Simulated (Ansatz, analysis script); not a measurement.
# AlCo: where the moment collapses, part 2 of 2

How do the moments of AlCo answer to compression and expansion?

Ansatz 0.2.0; PBE, PAW set soft_2.

So far. Step 4 (Factor 0.7, typed moments): It ends non-magnetic, with 0 μB on the largest site. Step 5 (Factor 0.7, starting moments cut to 30 %): It ends non-magnetic, with 0 μB on the largest site.

### Step 6. Factor 0.86, typed moments

Level of this step: Ansatz DFT, collinear, cell scaled evenly; PBE, PAW default (Ansatz).

A self-consistent run from these starting moments shows which magnetic state they lead to.

input.yaml

```yaml
crystal:
  lattice:
    - [2.68116376, 0.0, 0.0]
    - [0.0, 2.68116376, 0.0]
    - [0.0, 0.0, 2.68116376]
  atoms:
    - { symbol: Al, position: [0.0, 0.0, 0.0] }
    - { symbol: Co, position: [0.5, 0.5, 0.5], spin: 2.0 }
magnetization:
  spin_polarized: true
kpoints:
  mp_grid: { grid: [15, 15, 15] }
hamiltonian:
  xc: pbe
scf:
  occupations: { method: fermi_dirac, width: 0.05 }
  max_iter: 120
  convergence: { dr2_threshold: 1.0e-08 }
basis:
  ecutwfc: 420.0
output:
  stress: true
```

Started as:

```console
> ansatz run input.yaml --threads 1 --pin off --max-ram 2560MiB --backend cpu --events-out ev --progress --plain --runs-dir out
```

Numbers of over 12 decimals in the logs are rounded to 6 here.

The program printed:

```text
[...]
Crystal: 2 atoms, lattice volume = 19.274 Å³
Basis set: ecut = 420 eV, 389 PW (Γ)
Bands: 15, of which v1, the nominal top of the filled ones, is band 10 counted from 1 (9 counted from 0)
Symmetry: 48 space group operations
[...]
k-points: 120 of 3375
[...]
Internal energy: -5664.324487 eV  (E = F + TS)
E sigma→0 (E₀):  -5664.326717 eV
Entropy (-TS):   -0.004459 eV (-2.230 meV/atom)
Fermi energy:    17.952915 eV
[...]
--- Stress (GPa, compression-positive) ---
       49.251589      -0.000000       0.000000
        0.000000      49.251589       0.000000
       -0.000000       0.000000      49.251589
  P = ⅓ Tr σ = 49.2516 GPa (492.516 kbar)
[key lines of the parts left out:]
SCF converged after 12 iterations
Magnetization: 0.0000 μB (10.0000 up, 10.0000 down)
Free energy (F): -5664.328946 eV
```

Wall time 4.9 s (1 thread of Arm Neoverse V2, shared host); peak memory 0.32 GiB.

It ends non-magnetic, with 0 μB on the largest site.

### Step 7. Factor 1, typed moments

input.yaml: that of step 6 with these lines changed.

```diff
@@ -2,5 +2,5 @@
   lattice:
-    - [2.68116376, 0.0, 0.0]
-    - [0.0, 2.68116376, 0.0]
-    - [0.0, 0.0, 2.68116376]
+    - [2.81940321, 0.0, 0.0]
+    - [0.0, 2.81940321, 0.0]
+    - [0.0, 0.0, 2.81940321]
   atoms:
```

The program printed:

```text
[...]
Crystal: 2 atoms, lattice volume = 22.412 Å³
Basis set: ecut = 420 eV, 461 PW (Γ)
Bands: 15, of which v1, the nominal top of the filled ones, is band 10 counted from 1 (9 counted from 0)
Symmetry: 48 space group operations
[...]
k-points: 120 of 3375
[...]
Internal energy: -5664.819393 eV  (E = F + TS)
E sigma→0 (E₀):  -5664.822522 eV
Entropy (-TS):   -0.006258 eV (-3.129 meV/atom)
Fermi energy:    15.057514 eV
[...]
--- Stress (GPa, compression-positive) ---
        6.653553      -0.000000       0.000000
        0.000000       6.653553       0.000000
        0.000000       0.000000       6.653553
  P = ⅓ Tr σ = 6.6536 GPa (66.536 kbar)
[key lines of the parts left out:]
SCF converged after 12 iterations
Magnetization: 0.0000 μB (10.0000 up, 10.0000 down)
Free energy (F): -5664.825651 eV
```

Wall time 5.2 s (1 thread); peak memory 0.34 GiB.

It ends non-magnetic, with 0 μB on the largest site.

### Step 8. Factor 1.15, typed moments

input.yaml: that of step 7 with these lines changed.

```diff
@@ -2,5 +2,5 @@
   lattice:
-    - [2.81940321, 0.0, 0.0]
-    - [0.0, 2.81940321, 0.0]
-    - [0.0, 0.0, 2.81940321]
+    - [2.95385929, 0.0, 0.0]
+    - [0.0, 2.95385929, 0.0]
+    - [0.0, 0.0, 2.95385929]
   atoms:
```

The program printed:

```text
[...]
Crystal: 2 atoms, lattice volume = 25.773 Å³
Basis set: ecut = 420 eV, 485 PW (Γ)
Bands: 15, of which v1, the nominal top of the filled ones, is band 10 counted from 1 (9 counted from 0)
Symmetry: 48 space group operations
[...]
k-points: 120 of 3375
[...]
Internal energy: -5664.700102 eV  (E = F + TS)
E sigma→0 (E₀):  -5664.704529 eV
Entropy (-TS):   -0.008855 eV (-4.427 meV/atom)
Fermi energy:    12.709000 eV
[...]
--- Stress (GPa, compression-positive) ---
      -15.024889      -0.000000       0.000000
        0.000000     -15.024889       0.000000
        0.000000       0.000000     -15.024889
  P = ⅓ Tr σ = -15.0249 GPa (-150.249 kbar)
[key lines of the parts left out:]
SCF converged after 13 iterations
Magnetization: 0.0000 μB (10.0000 up, 10.0000 down)
Free energy (F): -5664.708957 eV
```

Wall time 6.3 s (1 thread); peak memory 0.35 GiB.

It ends non-magnetic, with 0 μB on the largest site.

### Step 9. Factor 1.25, no spin

input.yaml, the sections that differ from step 8:

```yaml
crystal:
  lattice:
    - [3.03711004, 0.0, 0.0]
    - [0.0, 3.03711004, 0.0]
    - [0.0, 0.0, 3.03711004]
  atoms:
    - { symbol: Al, position: [0.0, 0.0, 0.0] }
    - { symbol: Co, position: [0.5, 0.5, 0.5] }
# kpoints, hamiltonian, scf, basis, output: as in step 8
# magnetization: removed
```

The program printed:

```text
[...]
Crystal: 2 atoms, lattice volume = 28.014 Å³
Basis set: ecut = 420 eV, 515 PW (Γ)
Bands: 14, of which v1, the nominal top of the filled ones, is band 10 counted from 1 (9 counted from 0)
Symmetry: 48 space group operations
[...]
k-points: 120 of 3375
[...]
SCF iter   1: F=—  HF=-5664.441909 eV  |F-HF|=—  |Δ(HF+E_count)|=         —  Δρ=1.34e-3  dr2=2.54e-4  ethr=1.77e-3  ⟨swp⟩=4.2  Hψ=7852  notcnv=0
[...]
SCF iter   6: F=-5664.442032 eV  HF=-5664.442032 eV  |F-HF|=2.82e-11  |Δ(HF+E_count)|=   1.41e-8  Δρ=9.73e-7  dr2=9.96e-11  ethr=5.00e-11  ⟨swp⟩=3.1  Hψ=6825  notcnv=0
SCF 1 converged in 6 iterations: F = -5664.442032 eV  dr2 = 9.96e-11
[...]
SCF converged after 6 iterations
Free energy (F): -5664.442032 eV
[...]
Internal energy: -5664.431320 eV  (E = F + TS)
E sigma→0 (E₀):  -5664.436676 eV
Entropy (-TS):   -0.010712 eV (-5.356 meV/atom)
Fermi energy:    11.444486 eV
[...]
--- Stress (GPa, compression-positive) ---
      -22.469021       0.000000      -0.000000
        0.000000     -22.469021       0.000000
       -0.000000       0.000000     -22.469021
  P = ⅓ Tr σ = -22.4690 GPa (-224.690 kbar)
```

The job ended after 1.9 s (1 thread; peak memory 0.31 GiB).

This is the reference without moments at this size.

The other 18 runs of this kind were made alike; their results stand in the table below.

### Step 10. Analysis

```
factor  E typed (meV/atom)  E small  E no spin  largest moment, typed (μB)  small   state, typed   state, small
   0.7              1328.3   1328.3     1328.3                        0.00   0.00   non-magnetic   non-magnetic
  0.78               636.7    636.7      636.7                        0.00   0.00   non-magnetic   non-magnetic
  0.86               249.3    249.3      249.3                        0.00   0.00   non-magnetic   non-magnetic
  0.93                73.7     73.7       73.7                        0.00   0.00   non-magnetic   non-magnetic
     1                 1.0      1.0        1.0                        0.00   0.00   non-magnetic   non-magnetic
  1.07                 0.0      0.0        0.0                        0.00   0.00   non-magnetic   non-magnetic
  1.15                59.3     59.3       59.3                        0.00   0.00   non-magnetic   non-magnetic
  1.25               192.6    192.6      192.8                        0.18   0.18  ferromagnetic  ferromagnetic
```

### Step 11. What came out

```
lowest run                  : factor 1.07, typed moments
largest moment, typed start : 0 μB at 0.7 to 0.181 μB at 1.25
gain by magnetism           : 0.0 to 0.2 meV/atom
```

**Reading.** From a factor of 0.7 to 1.25 the largest moment goes from 0 to 0.181 μB. Where moments appear they stay small, near their onset, where mesh and smearing decide. Site moments are taken in spheres that grow with the cell. Both magnetic starts, which share one pattern of signs, end on one state at every size; other orders were not tried. The cell's shape and the atoms were not relaxed. The 24 scaled-cell runs took 1.9 min of wall time, added up.

[Logs and program files are shortened in this print: banners, set-up blocks, solver, clock and traceback lines can be left out without a mark of their own.]

[Logs are printed without paths, hosts, clocks, repeated set-up lines and the standing remarks that a program may print on its own settings, such as how far it seeks lower states.]

[Hosts, paths, dates, database ids (printed as entryN), source tags and the programs' standing remarks are cut or masked in the printed files.]

[Where the input sets lower_state_search to off, the program did not look for lower states, so one may exist.]
